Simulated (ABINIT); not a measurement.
# A GW chain in ABINIT: KF (Carobbiite), part 3 of 3

How does a plane-wave GW calculation on KF (Carobbiite) run from the first input to the gap?

ABINIT 10.8.3; LDA and many-body steps on it, plane waves. Known limits of the many-body steps: not at the basis limit; coarse k mesh.

So far. Step 4 (Empty states on the mesh, 4×4×4 mesh, 47 bands): On this mesh the gap is 5.822 eV. Step 5 (Screening, 4×4×4 mesh, 43 bands, screening to 106.1 eV): Local fields lower ε∞ by 9 %. On a Γ-centred mesh this coarse the value itself is usually too large, while a short band sum pulls it down.

### Step 6. Self-energy, 4×4×4 mesh, 43 bands, screening to 106.1 eV

The self-energy is evaluated for the states that the input lists, and the levels follow from it, in one-shot runs by the linearised quasiparticle equation.

This step: G0W0 on LDA, plane waves, norm-conserving pseudopotentials.

The input, run.abi:

```
acell 3*1.0 Angstrom
rprim 
  -0.000000000000 2.671850000000 2.671850000000
  2.671850000000 -0.000000000000 2.671850000000
  2.671850000000 2.671850000000 0.000000000000
ntypat 2
znucl 19 9
natom 2
typat 1 2
xred 
  0.000000000000 0.000000000000 0.000000000000
  0.500000000000 0.500000000000 0.500000000000
pp_dirpath "pseudos"
pseudos "K.upf, F.upf"
ecut 36
ngkpt 4 4 4
nshiftk 1
shiftk 0 0 0
kptopt 1
chksymbreak 0
istwfk *1
occopt 1
irdwfk 1
optdriver 4
nband 43
gwcalctyp 0
ecutsigx 36
symsigma 1
nkptgw 1
kptgw 
  0.0000000000 0.0000000000 0.0000000000
bdgw 
  6 12
ecuteps 3.9
irdscr 1
ppmodel 1
indata_prefix "in"
outdata_prefix "out"
tmpdata_prefix "tmp"
```

The run is started by

```
$ OMP_NUM_THREADS=1 mpirun -n 4 abinit run.abi > log
```

Numbers of over 12 decimals in the logs are rounded to 6 here.

The log of the run:

```text
.Version 10.8.3 of ABINIT. v10.8.2 released Aug 2026.

 Symmetries : space group Fm -3 m (#225); Bravais cF (face-center cubic)
[... echo of the input left out ...]
== DATASET  1 ==================================================================
-   mpi_nproc: 4, omp_nthreads: 1 (-1 if OMP is not activated)

--- !DatasetInfo
iteration_state: {dtset: 1, }
dimensions: {natom: 2, nkpt: 8, mband: 43, nsppol: 1, nspinor: 1, nspden: 1, mpw: 2685, }
cutoff_energies: {ecut:  36.0, pawecutdg:  -1.0, }
electrons: {nelect:   1.60000000E+01, charge:   0.00000000E+00, occopt:   1.00000000E+00, tsmear:   1.00000000E-02, }

 SIGMA: Calculation of the GW corrections

 Based on a program developped by R.W. Godby, V. Olevano, G. Onida, and L. Reining.
 Incorporated in ABINIT by V. Olevano, G.-M. Rignanese, and M. Torrent.
.Using double precision arithmetic ; gwpc =  8

[... cell and pseudopotentials left out ...]
--------------------------------------------------------------------------------

 ==== K-mesh for the wavefunctions ====
 Number of points in the irreducible wedge :     8
[... list of points left out ...]
 Together with 48 symmetry operations and time-reversal symmetry
 yields    64 points in the full Brillouin Zone.

 ==== Q-mesh for screening function ====
 Number of points in the irreducible wedge :     8
[... list of points left out ...]
 Together with 48 symmetry operations and time-reversal symmetry
 yields    64 points in the full Brillouin Zone.

 vcoul_init : cutoff-mode = AUXILIARY_FUNCTION
 q-points for optical limit:   1
     1)      0.000010    0.000020    0.000030
 setmesh: FFT mesh size selected  =    40x   40x   40
          total number of points  =        64000

 Number of electrons calculated from density =   16.0000; Expected =   16.0000
 average of density, n =  0.062152
 r_s =    1.5661
 omega_plasma =   24.0483 [eV]

 === KS Band Gaps ===
  >>>> For spin  1
   Minimum direct gap =   5.8215 [eV], located at k-point      :   0.0000  0.0000  0.0000
   Fundamental gap    =   5.8215 [eV], Top of valence bands at :   0.0000  0.0000  0.0000
                                       Bottom of conduction at :   0.0000  0.0000  0.0000
 SIGMA fundamental parameters:
 PLASMON POLE MODEL  1
 number of plane-waves for SigmaX                 2685
 number of plane-waves for SigmaC and W            113
 number of plane-waves for wavefunctions          2685
 number of bands                                    43
 number of independent spin polarizations            1
 number of spinorial components                      1
 number of k-points in IBZ                           8
 number of q-points in IBZ                           8
 number of symmetry operations                      48
 number of k-points in BZ                           64
 number of q-points in BZ                           64
 number of frequencies for dSigma/dE                 9
 frequency step for dSigma/dE [eV]                0.25
 number of omega for Sigma on real axis              0
 max omega for Sigma on real axis  [eV]           0.00
 zcut for avoiding poles [eV]                     0.10

 EPSILON^-1 parameters (SCR file):
 dimension of the eps^-1 matrix on file            113
 dimension of the eps^-1 matrix used               113
 number of plane-waves for wavefunctions          2685
 number of bands                                    43
 number of q-points in IBZ                           8
 number of frequencies                               2
 number of real frequencies                          1
 number of imag frequencies                          1

 matrix elements of self-energy operator (all in [eV])

 Perturbative Calculation

--- !SelfEnergy_ee
iteration_state: {dtset: 1, }
kpoint     : [   0.000,    0.000,    0.000, ]
spin       : 1
KS_gap     :    5.821
QP_gap     :    9.830
Delta_QP_KS:    4.009
data: !SigmaeeData |
     Band     E0 <VxcDFT>   SigX SigC(E0)      Z dSigC/dE  Sig(E)    E-E0       E
        6  -0.305 -21.597 -29.368   5.037   0.808  -0.237 -23.807  -2.210  -2.515
        7  -0.305 -21.597 -29.368   5.037   0.808  -0.237 -23.807  -2.210  -2.515
        8  -0.305 -21.597 -29.368   5.037   0.808  -0.237 -23.807  -2.210  -2.515
        9   5.516  -8.806  -4.130  -2.669   0.896  -0.116  -7.008   1.799   7.315
       10  10.239 -11.047  -4.836  -2.726   0.890  -0.123  -7.944   3.103  13.341
       11  10.239 -11.047  -4.836  -2.726   0.890  -0.123  -7.944   3.103  13.341
       12  10.239 -11.047  -4.836  -2.726   0.890  -0.123  -7.944   3.103  13.341

== END DATASET(S) ==============================================================
================================================================================

 -outvars: echo values of variables after computation  --------
           etotal      0.0000000000E+00
            nband          43
             nkpt           8
          spgroup         225
 [... the other variables as echoed above ...]

 Calculation completed.
```

Wall time 4.3 s (4 MPI ranks of Arm Neoverse N1, shared host); peak memory 0.41 GiB; 17 s of CPU time.

Numbers from this step:

- G0W0 gap on the points computed: 9.83 eV
- starting gap on the mesh: 5.822 eV
- k of the valence top: 0, 0, 0
- k of the conduction bottom: 0, 0, 0
- Z at the valence top: 0.808
- Z at the conduction bottom: 0.896
- least direct G0W0 gap on the computed points: 9.83 eV

The gap on the mesh goes from 5.82 eV to 9.83 eV, a correction of +4.01 eV.

Limits: finite bands, cutoff and mesh; coarse k mesh. v1 is the top filled band, c1 the lowest empty one. Levels before and after the correction, in eV, zero at the valence-band top of each column:

|  | conduction bottom | valence top |
| --- | --- | --- |
| Kohn-Sham | 5.82 | 0.00 |
| G0W0 | 9.83 | 0.00 |

|  | level | energy (eV) |
| --- | --- | --- |
| Kohn-Sham | Γ v3-v1 | 0.000 |
| Kohn-Sham | Γ c1 | 5.822 |
| Kohn-Sham | Γ c2-c4 | 10.544 |
| G0W0 | Γ v3-v1 | 0.000 |
| G0W0 | Γ c1 | 9.830 |
| G0W0 | Γ c2-c4 | 15.856 |

### Step 7. Where the time went

Times are wall times on 4 MPI ranks of Arm Neoverse N1, shared host, good to a factor of about two.

| step | time | share | memory (GiB) |
| --- | --- | --- | --- |
| ground state | 10 s | 20 % | 0.28 |
| bands along the symmetry lines | 16 s | 31 % | 0.27 |
| empty states on the mesh | 11 s | 21 % | 0.26 |
| screening | 10 s | 20 % | 0.45 |
| self-energy | 4.3 s | 8 % | 0.41 |

### Step 8. Outcome

```yaml
lda_gap: 5.82 eV, direct
g0w0_gap_on_the_mesh: 9.83 eV
gw_settings: 4×4×4 mesh, 43 bands, screening to 106.1 eV, Godby-Needs plasmon pole
known_limits: not at the basis limit; coarse k mesh
```

G0W0 moves the gap on the mesh from 5.82 eV to 9.83 eV (+4.01 eV), with Z of 0.81 and 0.90 at the edges. Local fields lower the RPA ε∞ on this mesh from 2.15 to 1.95; a Γ-centred mesh this coarse tends to raise both, most where the direct gap is narrow, while a short band sum lowers them. Only 1 of the mesh's irreducible points was corrected, so a valley elsewhere could overtake. Bands and cutoff are finite, so the gap is not at the basis limit. The miss can reach some tenths of an eV and take either sign; the mesh is an error of its own. In the G0W0 run levels were corrected at 1 k point alone, so a gap called «on the mesh» is the least over those, and an edge elsewhere would be missed. The 4×4×4 mesh is coarse for this cell, which bears on the long-range parts of exchange and screening.

[Paths, hosts, dates, memory and timing lines, banners, echoed tables and standing remarks are left out of the program output.]

[Logs are printed without paths, hosts, clocks, repeated set-up lines and the standing remarks that a program may print on its own settings, such as how far it seeks lower states.]

[Runs of the session that timed out or met a known fault of the program may be left out.]

[Hosts, paths, dates, database ids (printed as entryN), source tags and the programs' standing remarks are cut or masked in the printed files.]

[G0W0 gaps are taken among the corrected bands and points alone; a level outside them can change the order at an edge.]

[Where Ansatz stands beside ABINIT at settings called matched, ABINIT's density can come from a denser mesh and the files from another edition; pairs whose starting gaps differed by over 0.03 eV were left out, so agreement reads better than it is.]
